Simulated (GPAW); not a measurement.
# Dielectric function and optical constants of Pt

Aim: the dielectric function of Pt, and the optical constants that follow from it.

Program: GPAW 26.7.0. Level of theory: DFT, LDA, plane-wave PAW (GPAW data sets), scalar-relativistic, RPA, optical limit. Results are calculated unless marked as measured.

### 1. The starting structure

Symmetry: Fm-3m, No. 225, cubic system. Conventional cell: a = 3.922 Å, b = 3.922 Å, c = 3.922 Å, α = 90.00°, β = 90.00°, γ = 90.00°. Nearest to Pt lie 12 Pt at 2.77 Å.

As a file:

```
Pt
1.0
     0.00000    1.96090    1.96090
     1.96090    0.00000    1.96090
     1.96090    1.96090    0.00000
Pt
1
Direct
  0.00000 0.00000 0.00000
```

### 2. Bands for the response

The response needs many more empty bands than the density does.

This step: DFT, LDA, plane-wave PAW (GPAW data sets), scalar-relativistic, bands at fixed density (GPAW 26.7.0).

File nscf.py:

```python
from ase.dft.bandgap import bandgap
from gpaw import GPAW, FermiDirac

calc = GPAW('gs.gpw').fixed_density(kpts={'size': (15, 15, 15), 'gamma': True}, nbands=29, convergence={'bands': 23},
                                    occupations=FermiDirac(0.05), txt='nscf.txt')
print('gap (eV)', bandgap(calc, output=None)[0])
print('direct gap (eV)', bandgap(calc, direct=True, output=None)[0])
print('top band over the Fermi level (eV)', min(calc.get_eigenvalues(kpt=k)[22] for k in range(len(calc.get_ibz_k_points()))) - calc.get_fermi_level())
calc.write('full.gpw', mode='all')
```

Run with:

```console
OMP_NUM_THREADS=1 python nscf.py
```

Numbers of over 12 decimals in the logs are rounded to 6 here.

The log of the run:

```text
Diagonalizing LCAO Hamiltonian
Converting LCAO to pw mode
convergence criteria:
- Maximum integral of absolute [eigenst]ate change: 4e-08 eV^2 / valence electron
maximum number of iterations: 150

SCF iterations
|iter     |      energy | eigst |  dens |
|iter:   1||             | +3.25 |       |
|iter:   2||             | +1.22 |       |
|iter:   3||             | -1.11 |       |
|iter:   4||             | -2.90 |       |
|iter:   5||             | -4.75 |       |
|iter:   6||             | -6.34 |       |
|iter:   7||             | -7.31 |       |
|iter:   8||             | -7.96c|       |
SCF steps: 8
  __  _  _
 | _ |_)|_||  |
 |__||  | ||/\| - 26.7.0

Versions:
  Python: 3.12.14
  ASE:    3.29.0
  Numpy:  2.5.5
  Scipy:  1.18.1
  Libxc:  7.0.0

Input parameters:
  mode=PW(ecut=500.0),
  convergence={'bands': 23},
  gpts=array([15, 15, 15]),
  kpts=MonkhorstPack(size=(15, 15, 15), gamma=True),
  maxiter=150,
  nbands=29,
  occupations=Occupations(name='fermi-dirac', width=0.05, fixmagmom=False),
  parallel={},
  xc=XC(name='LDA')

--- standard output ---
gap (eV) 0.0
direct gap (eV) 0.0
top band over the Fermi level (eV) 45.609648
```

The job ended after 22 s (1 thread of Arm Neoverse V1, shared host; peak memory 0.15 GiB).

### 3. Dielectric function, RPA

Transitions between filled and empty bands, summed over the zone, give the optical response, so mesh, band count and broadening shape it.

The induced potential is part of this response.

This step: DFT, LDA, plane-wave PAW (GPAW data sets), scalar-relativistic, RPA, optical limit (GPAW 26.7.0).

File df.py:

```python
from gpaw.response.df import DielectricFunction

df = DielectricFunction('full.gpw', frequencies={'type': 'nonlinear', 'domega0': 0.03, 'omega2': 8},
                        ecut=50,
                        eta=0.15,
                        nbands=23,
                        rate=0.05,
                        txt='df.txt')
for direction in ['x']:
    df.get_dielectric_function(xc='RPA', direction=direction, filename=f'df_{direction}.csv')
```

Run with:

```console
OMP_NUM_THREADS=1 python df.py
```

The log of the run:

```text
Using integrator: PointIntegrator
NonLinearFrequencyDescriptor(from 0.000 to 104.051 eV, 544 points)
Nonperiodic BCs:  [False False False]
Using integrator: PointIntegrator
NonLinearFrequencyDescriptor(from 0.000 to 104.051 eV, 544 points)
Nonperiodic BCs:  [False False False]
Using integrator: PointIntegrator

Calculating chi0 body with:
    Ground state adapter containing:
    Number of spins: 1
    Number of kpoints: 3375
    Number of irreducible kpoints: 120
    Number of completely occupied states: 5
    Number of partially occupied states: 9

    Linear response parametrization:
    q_c: [0.0, 0.0, 0.0]
    Number of frequency points: 544
    Planewave cutoff: 50.0
    Number of bands: 23
    Number of planewaves: 15
    Broadening (eta): 0.15

Integrating chi0 body.

Symmetries of q_c:
    Direct symmetries (Uq -> q): 48
    Indirect symmetries (TUq -> q): 0
In total 48 allowed symmetries.

120 groups of equivalent kpoints. 96.444444% reduction.

Integral kind: spectral function

Calculating chi0 optical extensions with:
    Ground state adapter containing:
    Number of spins: 1
    Number of kpoints: 3375
    Number of irreducible kpoints: 120
    Number of completely occupied states: 5
    Number of partially occupied states: 9

    Linear response parametrization:
    Number of frequency points: 544
    Planewave cutoff: 50.0
    Number of bands: 23
    Number of planewaves: 15
    Broadening (eta): 0.15
Integrating chi0 head and wings.

Symmetries of q_c:
    Direct symmetries (Uq -> q): 48
    Indirect symmetries (TUq -> q): 0
In total 48 allowed symmetries.

120 groups of equivalent kpoints. 96.444444% reduction.

Integral kind: spectral function wings

Calculating drude chi0 with:
    Number of frequency points:544
    Plasma frequency decay rate: 0.05 eV

    Ground state adapter containing:
    Number of spins: 1
    Number of kpoints: 3375
    Number of irreducible kpoints: 120
    Number of completely occupied states: 5
    Number of partially occupied states: 9

Symmetries of q_c:
    Direct symmetries (Uq -> q): 48
    Indirect symmetries (TUq -> q): 0
In total 48 allowed symmetries.

120 groups of equivalent kpoints. 96.444444% reduction.

Integral kind: intraband
Plasma frequency:
[[7.08-0.j 0.  +0.j 0.  +0.j]
 [0.  +0.j 7.08-0.j 0.  -0.j]
 [0.  +0.j 0.  +0.j 7.08-0.j]]
```

Wall time 7 s (1 thread); peak memory 0.18 GiB.

Some rows of df_x.csv (energy; Re and Im without local fields; Re and Im with them):

```text
0.000000, 20363.419593, -0.000000, 20363.135828, -0.000000
0.460735, -252.676207, 156.081631, -252.675993, 156.052274
0.943989, -57.211655, 43.283341, -57.262475, 43.283168
1.451455, -26.778657, 31.487645, -26.840118, 31.479237
1.984998, -18.574337, 18.512636, -18.622215, 18.502392
2.546682, -10.590140, 13.573747, -10.638949, 13.583876
3.138794, -8.172727, 10.318919, -8.221353, 10.310606
3.763875, -5.107773, 6.517532, -5.140153, 6.517190
4.424758, -4.525717, 6.168808, -4.583141, 6.175236
5.124608, -1.902989, 4.315871, -1.948914, 4.308444
5.866977, -1.061613, 3.261612, -1.116786, 3.275281
6.655862, 1.713090, 4.783133, 1.680165, 4.789170
7.495775, -0.277504, 3.964556, -0.334866, 3.984254
8.391833, -0.137724, 5.266379, -0.179750, 5.363903
9.349861, -0.311241, 4.460263, -0.381068, 4.551523
10.376517, -0.845129, 2.331603, -1.002411, 2.403358
11.479449, -0.506466, 2.574426, -0.766321, 2.587213
12.667487, -0.027585, 2.345845, -0.225204, 2.284584
13.950874, 0.135520, 1.884646, -0.068466, 1.794526
```

Sum at mesh points, not converged in k. The Im ε, E ∥ x by photon energy; read off at these points:

photon energy (eV), Im ε, E ∥ x and a bar:
```
     0.50        129 ##############################
     1.00         41 #########
     1.50         30 #######
     2.00         18 ####
     2.50         14 ###
     3.00         10 ##
     3.50          8 #
     4.00          7 #
     4.50          6 #
     5.00          4 #
     5.50          4 #
     6.00          3 
     6.50          4 
     6.76          5 #
     7.00          4 #
     7.50          4 #
     8.00          5 #
     8.50          5 #
     9.00          4 #
     9.50          5 #
    10.00          4 
    10.50          3 
    11.00          3 
    11.50          3 
    12.00          2 
    12.50          2 
    13.00          2 
    13.50          2
```

Values under 1 per cm are given as 1; sum at mesh points, not converged in k. Absorption coefficient, E ∥ x against photon energy:

| photon energy (eV) | absorption coefficient, E ∥ x (1/cm) |
| --- | --- |
| 0.492 | 7.7e5 |
| 1.010 | 7.7e5 |
| 1.486 | 8.6e5 |
| 1.985 | 9.5e5 |
| 2.508 | 9.5e5 |
| 3.018 | 1.0e6 |
| 3.510 | 1.0e6 |
| 3.980 | 9.9e5 |
| 4.516 | 1.1e6 |
| 4.981 | 9.0e5 |
| 5.515 | 9.4e5 |
| 6.021 | 8.3e5 |
| 6.494 | 7.2e5 |
| 6.985 | 1.0e6 |
| 7.496 | 1.1e6 |
| 8.026 | 1.1e6 |
| 8.516 | 1.4e6 |
| 9.023 | 1.3e6 |
| 9.483 | 1.6e6 |
| 10.026 | 1.8e6 |
| 10.519 | 1.4e6 |
| 11.029 | 1.6e6 |
| 11.479 | 1.5e6 |
| 12.023 | 1.4e6 |
| 12.504 | 1.3e6 |
| 13.000 | 1.5e6 |
| 13.512 | 1.2e6 |

The loss function −Im 1/ε at q → 0, E ∥ x has structure finer than the step of the table below, so its rows give means over 0.5 eV, whole bins alone (the curve runs from 0.305 to 14.0 eV). Peaks (eV: height): 6.18: 0.357, 7.61: 0.277, 10.66: 0.368, 12.50: 0.505, 13.43: 0.628.

Sum at mesh points, not converged in k. Loss function −Im 1/ε at q → 0, E ∥ x against energy loss; means over each step:

energy loss (eV), loss function −Im 1/ε at q → 0, E ∥ x and a bar:
```
      1.0      0.010 
      1.5      0.019 
      2.0      0.026 #
      2.5      0.044 ##
      3.0      0.055 ##
      3.5      0.076 ####
      4.0      0.107 #####
      4.5      0.113 #####
      5.0      0.192 ##########
      5.5      0.221 ###########
      6.0      0.305 ################
      6.5      0.244 ############
      7.0      0.218 ###########
      7.5      0.240 ############
      8.0      0.210 ###########
      8.5      0.204 ##########
      9.0      0.227 ############
      9.5      0.206 ##########
     10.0      0.216 ###########
     10.5      0.353 ##################
     11.0      0.318 ################
     11.5      0.361 ###################
     12.0      0.450 #######################
     12.5      0.464 ########################
     13.0      0.489 #########################
     13.5      0.575 ##############################
```

Sum at mesh points, not converged in k. Table of reflectivity at normal incidence, E ∥ x by photon energy; read off at these points:

| photon energy (eV) | reflectivity at normal incidence, E ∥ x (%) |
| --- | --- |
| 0.500 | 93.5 |
| 0.750 | 90.3 |
| 1.000 | 84.7 |
| 1.250 | 79.1 |
| 1.500 | 76.7 |
| 1.750 | 77.5 |
| 2.000 | 74.8 |
| 2.250 | 71.9 |
| 2.500 | 67.0 |
| 2.750 | 66.9 |
| 3.000 | 64.8 |
| 3.250 | 65.6 |
| 3.500 | 60.0 |
| 3.750 | 57.9 |
| 4.000 | 53.1 |
| 4.250 | 52.0 |
| 4.500 | 56.5 |
| 4.562 | 57.1 |
| 4.750 | 53.1 |
| 5.000 | 40.6 |
| 5.250 | 39.5 |
| 5.500 | 38.3 |
| 5.750 | 36.5 |
| 6.000 | 29.7 |
| 6.250 | 20.4 |
| 6.500 | 19.9 |
| 6.750 | 29.0 |
| 6.875 | 31.8 |
| 7.000 | 28.1 |
| 7.250 | 27.5 |
| 7.500 | 29.5 |
| 7.750 | 22.9 |
| 8.000 | 24.8 |
| 8.250 | 29.8 |
| 8.454 | 33.4 |
| 8.500 | 32.8 |
| 8.750 | 31.0 |
| 9.000 | 28.2 |
| 9.250 | 31.6 |
| 9.500 | 32.8 |
| 9.750 | 38.1 |
| 10.000 | 44.6 |
| 10.250 | 40.2 |
| 10.500 | 30.3 |
| 10.750 | 26.6 |
| 11.000 | 31.7 |
| 11.103 | 33.7 |
| 11.250 | 33.0 |
| 11.500 | 30.9 |
| 11.750 | 32.1 |
| 12.000 | 27.6 |
| 12.250 | 25.3 |
| 12.500 | 23.1 |
| 12.750 | 25.9 |
| 13.000 | 27.3 |
| 13.250 | 24.6 |
| 13.500 | 18.1 |
| 13.750 | 20.7 |

Sum at mesh points, not converged in k. Im ε, E ∥ x against photon energy; read off at these points:

```csv
photon energy (eV),without local fields,with local fields
0.50,129,129
1.00,41.2,41.2
1.50,30.5,30.4
2.00,18.4,18.4
2.50,13.7,13.7
3.00,9.88,9.87
3.50,7.74,7.74
4.00,6.57,6.59
4.50,5.59,5.59
5.00,4.36,4.35
5.50,3.95,3.96
6.00,3.11,3.12
6.50,3.61,3.61
6.76,5.47,5.49
7.00,4.09,4.11
7.50,3.94,3.96
8.00,4.52,4.55
8.50,4.73,4.81
9.00,4.23,4.27
9.50,4.72,4.82
10.00,3.56,3.67
10.50,2.47,2.54
11.00,3.10,3.21
11.50,2.57,2.58
12.00,2.09,2.01
12.50,2.00,1.95
13.00,1.96,1.89
13.50,1.76,1.68
```

Optical constants at common wavelengths, from n + ik = √ε:

```csv
wavelength (nm),n,k,R (%),1/α
1064,2.89,6.597,80.3,13 nm
800,2.68,5.574,76.0,11 nm
450,1.75,3.687,67.0,9.7 nm
405,1.57,3.227,63.2,10.0 nm
308,1.35,2.430,52.7,10 nm
248,1.21,1.802,40.5,11 nm
193,1.53,1.082,19.2,14 nm
```

In reflection the computed colour is light grey: x = 0.324, y = 0.336, luminous reflectivity 72 %.

### 4. What came out

At this level (LDA, RPA) Pt is a metal. The mesh is too coarse to trust the carriers' weight, the reflectivity or the colour to better than tens of per cent. In reflection the computed colour is light grey: x = 0.324, y = 0.336, luminous reflectivity 72 %. The carriers' damping of 0.05 eV is typed, not computed; it shapes the response at the lowest energies. Spin-orbit coupling is left out although heavy atoms are present. In this version of GPAW the matrix elements of the optical limit are incomplete, which can lower ε − 1 by up to a tenth where first-row anions or d states rule, and shift it by more in d metals. GPAW's carrier term has the form −ωp²/(ω + i·rate)², which damps like twice the rate and fails at low energy, so the curves leave the lowest energies out. The sum runs over mesh points 0.18 Å⁻¹ apart with no interpolation, so peaks are partly noise of the mesh, and the Drude plasma energy, a sum over the Fermi surface, isn't converged.

[Machine, clock and banner lines and Python warnings are left out of the logs.]

[Logs are printed without paths, hosts, clocks, repeated set-up lines and the standing remarks that a program may print on its own settings, such as how far it seeks lower states.]

[Hosts, paths, dates, database ids (printed as entryN), source tags and the programs' standing remarks are cut or masked in the printed files.]
